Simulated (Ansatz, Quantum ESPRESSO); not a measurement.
# LiHF2 (R-3m): zone-centre phonons

Which modes does LiHF2 (R-3m) have at the zone centre?

Program: Quantum ESPRESSO 7.5. Level of theory: DFT LDA, scalar-relativistic, plane waves, JTH PAW pseudopotentials. Results are calculated unless marked as measured.

Most raw output is cut from this account.

## Step 1: Set-up

It takes space group R-3m (No. 166, trigonal). The conventional cell has a = 2.934 Å, b = 2.934 Å, c = 13.100 Å, α = 90.00°, β = 90.00°, γ = 120.00°. Li has 6 F at 1.99 Å nearest. Nearest to H lie 2 F at 1.14 Å. Nearest to F lie 1 H at 1.14 Å and 3 Li at 1.99 Å. Farther neighbours and most contacts between anions are not listed.

## Step 2: A first look

A cheap run with smearing and empty bands tells whether the crystal has a gap, which decides between fixed occupations and smearing later on.

File probe.in:

```
&CONTROL
  calculation = 'scf'
  prefix      = 'x'
  outdir      = './tmp'
  pseudo_dir  = './pseudo'
  tprnfor     = .true.
  tstress     = .true.
  verbosity   = 'high'
/
&SYSTEM
  ibrav       = 0
  nat         = 4
  ntyp        = 3
  ecutwfc     = 50.0
  ecutrho     = 250.0
  occupations = 'smearing'
  smearing    = 'gaussian'
  degauss     = 0.01
/
&ELECTRONS
  conv_thr         = 1.0d-07
  mixing_beta      = 0.7
  electron_maxstep = 100
/
ATOMIC_SPECIES
 Li      6.9400  Li.upf
 H       1.0080  H.upf
 F      18.9984  F.upf
CELL_PARAMETERS angstrom
     1.466983590    0.846963370    4.366688720
    -1.466983590    0.846963370    4.366688720
     0.000000000   -1.693926740    4.366688720
ATOMIC_POSITIONS crystal
 Li     0.000000000   0.000000000   0.000000000
 H      0.500000000   0.500000000   0.500000000
 F      0.413301880   0.413301880   0.413301880
 F      0.586698120   0.586698120   0.586698120
K_POINTS automatic
 9 9 9 0 0 0
```

Started as:

```sh
OMP_NUM_THREADS=1 mpirun -n 8 pw.x -nk 8 -in probe.in > probe.out
```

It took 5 s on 8 MPI ranks of Arm Neoverse V2, shared host; 39 s of CPU time.

Read from the output:

```
volume per atom   : 8.138 Å³
pressure          : -2.353 GPa
gap on the k-mesh : 8.052 eV
```

A gap of 8.1 eV opens on this mesh, so the crystal is taken as an insulator; the start stands at -2.4 GPa.

## Step 3: Relaxing the cell and atoms

Frequencies change by per cents with a per cent of volume, so the structure is first brought to rest at this level of theory.

File relax.in:

```
&CONTROL
  calculation   = 'vc-relax'
  prefix        = 'x'
  outdir        = './tmp'
  pseudo_dir    = './pseudo'
  tprnfor       = .true.
  tstress       = .true.
  forc_conv_thr = 2.0d-05
  etot_conv_thr = 1.0d-07
  nstep         = 40
/
&SYSTEM
  ibrav       = 0
  nat         = 4
  ntyp        = 3
  ecutwfc     = 50.0
  ecutrho     = 250.0
  occupations = 'fixed'
  nbnd        = 11
/
&ELECTRONS
  conv_thr         = 1.0d-11
  mixing_beta      = 0.7
  electron_maxstep = 100
/
&IONS
/
&CELL
  press_conv_thr = 0.1
/
ATOMIC_SPECIES
 Li      6.9400  Li.upf
 H       1.0080  H.upf
 F      18.9984  F.upf
CELL_PARAMETERS angstrom
     1.466983590    0.846963370    4.366688720
    -1.466983590    0.846963370    4.366688720
     0.000000000   -1.693926740    4.366688720
ATOMIC_POSITIONS crystal
 Li     0.000000000   0.000000000   0.000000000
 H      0.500000000   0.500000000   0.500000000
 F      0.413301880   0.413301880   0.413301880
 F      0.586698120   0.586698120   0.586698120
K_POINTS automatic
 9 9 9 0 0 0
```

Started as:

```sh
OMP_NUM_THREADS=1 mpirun -n 8 pw.x -nk 8 -in relax.in > relax.out
```

It took 41 s on 8 MPI ranks; 5.4 min of CPU time.

Relaxation path:

```
step  energy less that of the first step (eV)  largest force (eV/Å)  pressure (GPa)  volume (Å³)
   1                                   0.0000                0.2211           -2.29        32.55
   2                                  -0.0068                0.1199           -1.91        32.17
   3                                  -0.0132                0.0484           -0.99        31.59
   4                                  -0.0155                0.0436            0.04        30.96
   5                                  -0.0156                0.0335           -0.01        30.98
   6                                  -0.0158                0.0208           -0.03        30.97
   7                                  -0.0159                0.0035           -0.02        30.92
   8                                  -0.0159                0.0003            0.00        30.90
   9                                  -0.0159                0.0002            0.00        30.90
  10                                  -0.0058                0.0005            0.14        30.90
```

```
conventional cell, symmetrised  before   after  change
                         a (Å)   2.934   2.868  -2.2 %
                         b (Å)   2.934   2.868  -2.2 %
                         c (Å)  13.100  13.008  -0.7 %
              volume (Å³/atom)    8.14    7.72  -5.1 %
```

The last row of the table of steps is pw.x's closing run on a basis chosen anew for the final cell, so its energy can jump.

This step gave:

```yaml
volume_per_atom: 7.724 Å³
pressure: 0.1417 GPa
gap_on_the_k_mesh: 8.26 eV
```

The volume changes by -5.1 % from the cell with which this run began.

## Step 4: Ground state

Perturbation theory inherits every error of the wavefunctions, so the threshold is set near the limit of the arithmetic. With a gap, occupations are fixed, which also allows the response to an electric field.

File scf.in:

```
&CONTROL
  calculation = 'scf'
  prefix      = 'x'
  outdir      = './tmp'
  pseudo_dir  = './pseudo'
  tprnfor     = .true.
  tstress     = .true.
/
&SYSTEM
  ibrav       = 0
  nat         = 4
  ntyp        = 3
  ecutwfc     = 50.0
  ecutrho     = 250.0
  occupations = 'fixed'
  nbnd        = 11
/
&ELECTRONS
  conv_thr         = 1.0d-12
  mixing_beta      = 0.7
  electron_maxstep = 100
/
ATOMIC_SPECIES
 Li      6.9400  Li.upf
 H       1.0080  H.upf
 F      18.9984  F.upf
CELL_PARAMETERS angstrom
     1.434220937    0.828047844    4.336049938
    -1.434220937    0.828047844    4.336049938
     0.000000000   -1.656095689    4.336049938
ATOMIC_POSITIONS crystal
 Li     0.000000000   0.000000000   0.000000000
 H      0.500000000   0.500000000   0.500000000
 F      0.412607107   0.412607107   0.412607107
 F      0.587392893   0.587392893   0.587392893
K_POINTS automatic
 9 9 9 0 0 0
```

Started as:

```sh
OMP_NUM_THREADS=1 mpirun -n 8 pw.x -nk 8 -in scf.in > scf.out
```

Run time: 5.7 s. Hardware: 8 MPI ranks.

The cell stands at 0.14 GPa, close enough for phonons.

## Step 5: Zone-centre response

At q = 0 one unit cell holds all displacements; symmetry groups them into irreducible representations that are solved one by one. The response to a field gives ε∞ and the Born charges, which polar modes need.

File ph.in:

```
phonons
&INPUTPH
  prefix = 'x'
  outdir = './tmp'
  fildyn = 'g.dyn'
  tr2_ph = 1.0d-18
  epsil  = .true.
/
0.000000000 0.000000000 0.000000000
```

Started as:

```sh
OMP_NUM_THREADS=1 mpirun -n 8 ph.x -nk 8 -in ph.in > ph.out
```

Wall time 2.5 min (8 MPI ranks).

This step gave:

```
miss of the charge sum rule                                       : 0.01565 e
largest acoustic frequency at the zone centre before the sum rule : 1.87 cm⁻¹
highest optical zone-centre mode (no LO-TO term)                  : 1916 cm⁻¹
lowest optical zone-centre mode                                   : 176.2 cm⁻¹
mean high-frequency dielectric constant                           : 1.994
largest Born charge in size (third of the trace)                  : 1.048 e
```

Born charge (rows field, columns displacement), before the sum rule (e), principal values of the symmetric part by kind of site:

```
atom  atoms with these values    low  middle   high   mean
 Li1                        1   1.04    1.04   1.05   1.05
  H2                        1   0.41    0.41   1.97   0.93
  F3                        2  -1.52   -0.73  -0.73  -1.00
```

In full for F3:

```
-0.73  0.00  0.00
 0.00 -0.73  0.00
 0.00  0.00 -1.52
```

High-frequency dielectric tensor:

```
1.90 0.00 0.00
0.00 1.90 0.00
0.00 0.00 2.18
```

The acoustic modes at Γ come out as far as 1.9 cm⁻¹ from zero, where they should vanish, a small numerical error; the Born charges miss their sum rule by 0.016 e, which is good.

## Step 6: Modes with the sum rule

A rigid shift of the crystal must cost nothing, but grids and finite bases break this; the acoustic sum rule is imposed before the matrix is diagonalised again. With Born charges the intensities follow, and the static dielectric tensor.

File dynmat.in:

```
&INPUT
  fildyn = 'g.dyn'
  asr    = 'simple'
  fileig = 'dynmat.eig'
  lperm  = .true.
/
```

Started as:

```sh
dynmat.x -in dynmat.in > dynmat.out
```

It took 0.47 s on 1 thread.

Numbers from this step:

```
mean static dielectric constant : 6.058
```

Unit eigenvectors of the mass-weighted matrix after the sum rule; no LO-TO term. The modes at Γ (shares of kinetic energy by element, %):

```csv
mode,frequency (cm⁻¹),symmetry,Li %,H %,F %
1,0.0,acoustic,15,2,83
2,0.0,acoustic,15,2,83
3,0.0,acoustic,15,2,83
4,176.2,Eg,0,0,100
5,176.2,Eg,0,0,100
6,361.1,Eu,85,0,15
7,361.1,Eu,85,0,15
8,389.0,A2u,83,1,16
9,690.1,A1g,0,0,100
10,1093.3,Eu,0,97,3
11,1093.3,Eu,0,97,3
12,1916.1,A2u,2,97,1
```

Displacements in mode 4 (176.2 cm⁻¹), the largest set to 1:
```
Li1  0.00  0.00  0.00
H2   0.00  0.00  0.00
F3   0.18  1.00  0.00
F4  -0.18 -1.00  0.00
```

Displacements in mode 7 (361.1 cm⁻¹), the largest set to 1:
```
Li1  0.19  1.00  0.00
H2  -0.04 -0.19  0.00
F3  -0.03 -0.18  0.00
F4  -0.03 -0.18  0.00
```

Degenerate modes summed, no LO-TO term. Lines of the infrared spectrum (strongest = 100):

```csv
position (cm⁻¹),lines merged,label,"IR intensity, relative"
176,2,Eg,0.0
361,2,Eu,10
389,1,A2u,14
690,1,A1g,0.0
1093,2,Eu,10
1916,1,A2u,100
```

Static dielectric tensor (ions relaxed, fixed cell):

```
4.42 0.00 0.00
0.00 4.42 0.00
0.00 0.00 9.34
```

The rule moves no optical mode by more than 0.1 cm⁻¹.

## Step 7: Sum rules set otherwise (asr crystal)

The rule can be imposed in more than one way; the choices should agree where the raw error is small.

File dynmat.in:

```
&INPUT
  fildyn = 'g.dyn'
  asr    = 'crystal'
  fileig = 'dynmat.eig'
  lperm  = .true.
/
```

Started as:

```sh
dynmat.x -in dynmat.in > dynmat.out
```

It took 0.47 s on 1 thread.

Zone-centre frequencies as printed; negative means imaginary. Modes:

```
mode  frequency (cm⁻¹)
   1                 0
   2                 0
   3                 0
   4             176.2
   5             176.2
   6             361.1
   7             361.1
   8               389
   9             690.1
  10              1093
  11              1093
  12              1916
```

Against the first rule no mode moves by more than 0.1 cm⁻¹.

## Step 8: Sum rules set otherwise: a sum rule for molecules or wires on a crystal

This rule also removes rotations, which suits molecules and not a crystal; it is tried to see the harm.

File dynmat.in:

```
&INPUT
  fildyn = 'g.dyn'
  asr    = 'zero-dim'
  fileig = 'dynmat.eig'
  lperm  = .true.
/
```

Started as:

```sh
dynmat.x -in dynmat.in > dynmat.out
```

Run time: 0.47 s. Hardware: 1 thread.

The program raised no error, yet the settings are not those of a careful run.

The fault: a sum rule for molecules or wires on a crystal; 2 optical modes are projected out to zero frequency, as if they were rotations, and the static dielectric tensor is spoilt.

For a crystal the rule has to be 'simple' or 'crystal'.

Zone-centre frequencies as printed; negative means imaginary. Modes:

```
mode  frequency (cm⁻¹)
   1                 0
   2                 0
   3                 0
   4                 0
   5                 0
   6             190.3
   7             190.3
   8               389
   9             690.1
  10              1126
  11              1126
  12              1916
```

## Step 9: The LO-TO splitting (1 0 0)

A longitudinal polar mode sets up a macroscopic field that stiffens it; the term hangs on the direction from which q goes to zero.

File dynmat.in:

```
&INPUT
  fildyn = 'g.dyn'
  asr    = 'simple'
  fileig = 'dynmat.eig'
  q(1)   = 1.0
  q(2)   = 0.0
  q(3)   = 0.0
/
```

Started as:

```sh
dynmat.x -in dynmat.in > dynmat.out
```

Run time: 0.47 s. Hardware: 1 thread.

This step gave:

```
highest mode moved by the LO-TO term : 1176 cm⁻¹
```

Zone-centre frequencies as printed; negative means imaginary. Modes:

| mode | frequency (cm⁻¹) |
| --- | --- |
| 1 | 0 |
| 2 | 0 |
| 3 | 0 |
| 4 | 176.2 |
| 5 | 176.2 |
| 6 | 361.1 |
| 7 | 389 |
| 8 | 512.2 |
| 9 | 690.1 |
| 10 | 1093 |
| 11 | 1176 |
| 12 | 1916 |

The field moves 2 modes; the highest of them now lies at 1176 cm⁻¹, where the highest that moved away lay at 1093.

## Step 10: Modes along a direction of q (0 0 1)

File dynmat.in:

```
&INPUT
  fildyn = 'g.dyn'
  asr    = 'simple'
  fileig = 'dynmat.eig'
  q(1)   = 0.0
  q(2)   = 0.0
  q(3)   = 1.0
/
```

Started as:

```sh
dynmat.x -in dynmat.in > dynmat.out
```

Elapsed: 0.47 s, on 1 thread.

Read from the output:

* highest mode moved by the LO-TO term: 2564 cm⁻¹

Zone-centre frequencies as printed; negative means imaginary. Modes:

```
mode  frequency (cm⁻¹)
   1                 0
   2                 0
   3                 0
   4             176.2
   5             176.2
   6             361.1
   7             361.1
   8             601.1
   9             690.1
  10              1093
  11              1093
  12              2564
```

The field moves 2 modes; the highest of them now lies at 2564 cm⁻¹, where the highest that moved away lay at 1916.

## Step 11: Modes along a direction of q (1 1 1)

File dynmat.in:

```
&INPUT
  fildyn = 'g.dyn'
  asr    = 'simple'
  fileig = 'dynmat.eig'
  q(1)   = 1.0
  q(2)   = 1.0
  q(3)   = 1.0
/
```

Started as:

```sh
dynmat.x -in dynmat.in > dynmat.out
```

The job ended after 0.47 s (1 thread).

Numbers from this step:

- highest mode moved by the LO-TO term: 2181 cm⁻¹

Zone-centre frequencies as printed; negative means imaginary. Modes:

```csv
mode,frequency (cm⁻¹)
1,0
2,0
3,0
4,176.2
5,176.2
6,361.1
7,372.1
8,558.4
9,690.1
10,1093
11,1132
12,2181
```

The field moves 4 modes; the highest of them now lies at 2181 cm⁻¹, where the highest that moved away lay at 1916.

## Step 12: Cross-check with Ansatz

The same cell goes through another code, with its own cutoff. The potentials differ. Its k mesh is centred on Γ.

This step: DFT LDA, scalar-relativistic, plane waves, PseudoDojo norm-conserving pseudopotentials (Ansatz 0.2.0).

File input.yaml:

```yaml
crystal:
  lattice:
    - [1.4342209375, 0.8280478443, 4.336049938]
    - [-1.4342209375, 0.8280478443, 4.336049938]
    - [0.0, -1.6560956886, 4.336049938]
  atoms:
    - { symbol: Li, position: [0.0, 0.0, 0.0] }
    - { symbol: H, position: [0.5, 0.5, 0.5] }
    - { symbol: F, position: [0.4126071074, 0.4126071074, 0.4126071074] }
    - { symbol: F, position: [0.5873928926, 0.5873928926, 0.5873928926] }
kpoints:
  mp_grid: { grid: [9, 9, 9] }
hamiltonian:
  xc: lda
  pseudopotentials: { kind: nc, accuracy: standard }
scf:
  occupations: { method: fixed }
output:
  eigenvalues: true
phonons:
  method: dfpt
  dielectric: true
  rigid_motions: translations
```

Started as:

```sh
ansatz run input.yaml --threads 8 --pin off --max-ram 16384MiB --backend cpu --events-out ev --progress --plain --runs-dir out
```

Run time: 54 s. Hardware: 8 threads; peak memory 1.4 GiB; 6.9 min of CPU time.

Numbers from this step:

```yaml
gap_on_the_k_mesh: 8.314 eV
sum_rule_residual_before_enforcement: 7.16e-5 eV/Å²
miss_of_the_charge_sum_rule: 9.23e-6 e
highest_optical_zone_centre_mode_no_lo_to_term: 1815 cm⁻¹
lowest_optical_zone_centre_mode: 176.5 cm⁻¹
mean_high_frequency_dielectric_constant: 1.993
largest_born_charge_in_size_third_of_the_trace: 1.064 e
mean_static_dielectric_constant: 6.741
highest_mode_moved_by_the_lo_to_term: 2496 cm⁻¹
```

Transverse modes. Infrared lines, with heights relative to the strongest:

```
position (cm⁻¹)  label  IR intensity ((D/Å)²/amu), degenerate modes summed, relative
            176     Eg                                                           0.0
            348     Eu                                                            10
            366    A2u                                                            16
            683    A1g                                                           0.0
           1118     Eu                                                            10
           1815    A2u                                                           100
```

## Step 13: Side by side: QE JTH and Ansatz, PseudoDojo

Numbers from this step:

- root-mean-square difference: 37.14 cm⁻¹
- largest difference: 101.5 cm⁻¹

Frequencies side by side, by row:

```
q (reciprocal lattice)  mode  QE JTH (cm⁻¹)  Ansatz, PseudoDojo (cm⁻¹)
                 0 0 0     1              0                          0
                 0 0 0     2              0                          0
                 0 0 0     3              0                          0
                 0 0 0     4          176.2                      176.5
                 0 0 0     5          176.2                      176.5
                 0 0 0     6          361.1                      348.1
                 0 0 0     7          361.1                      348.1
                 0 0 0     8            389                      366.2
                 0 0 0     9          690.1                      683.2
                 0 0 0    10           1093                       1118
                 0 0 0    11           1093                       1118
                 0 0 0    12           1916                       1815
```

The two runs side by side. Further quantities:

```csv
quantity,QE JTH,"Ansatz, PseudoDojo"
mean ε∞,1.994,1.993
"largest Born charge in size (e; the first before, the second after the charge sum rule)",1.048,1.064
```

At the zone centre the largest difference (acoustic modes at Γ apart) is 5 % of the highest mode.

## Step 14: Results

| Item | Value |
| --- | --- |
| space group after relaxation | R-3m |
| volume per atom | 7.72 Å³ |
| gap on the k-mesh | 8.26 eV |
| highest optical zone-centre mode (no LO-TO term) | 1916 cm⁻¹ |
| lowest optical zone-centre mode | 176.2 cm⁻¹ |
| highest mode moved by the LO-TO term | 2564 cm⁻¹ |
| mean high-frequency dielectric constant | 1.99 |
| largest Born charge in size (third of the trace) | 1.05 e |
| mean static dielectric constant | 6.06 |
| imaginary optical modes at the zone centre (no q mesh in this session) | none |
| largest difference from Ansatz, PseudoDojo | 101.5 cm⁻¹ |

In words: At the LDA level the optical modes of LiHF2 (R-3m) at the zone centre (no LO-TO term) run from 176 to 1916 cm⁻¹. Along the directions run, the highest mode that the macroscopic field moves lies at 2564 cm⁻¹. Lattice motion raises the mean dielectric constant from 1.994 to 6.058. Of the 9 optical modes, 3 are Raman active alone and 6 are infrared active alone; inversion symmetry keeps the two sets apart. QE JTH and Ansatz, PseudoDojo differ by 37.1 cm⁻¹ in the root mean square and by 101.5 cm⁻¹ at most, 5.3 % of the highest mode compared (acoustic modes at Γ left out); the two use different potentials, and the cell was not relaxed for the second set. These are harmonic frequencies at zero temperature: anharmonic shifts and linewidths and thermal expansion are left out. The structure comes from a database and need not be the phase that is stable at ambient conditions.

[Host names and launcher messages were left out of these logs when they were recorded.]

[Logs are printed without paths, hosts, clocks, repeated set-up lines and the standing remarks that a program may print on its own settings, such as how far it seeks lower states.]

[Hosts, paths, dates, database ids (printed as entryN), source tags and the programs' standing remarks are cut or masked in the printed files.]
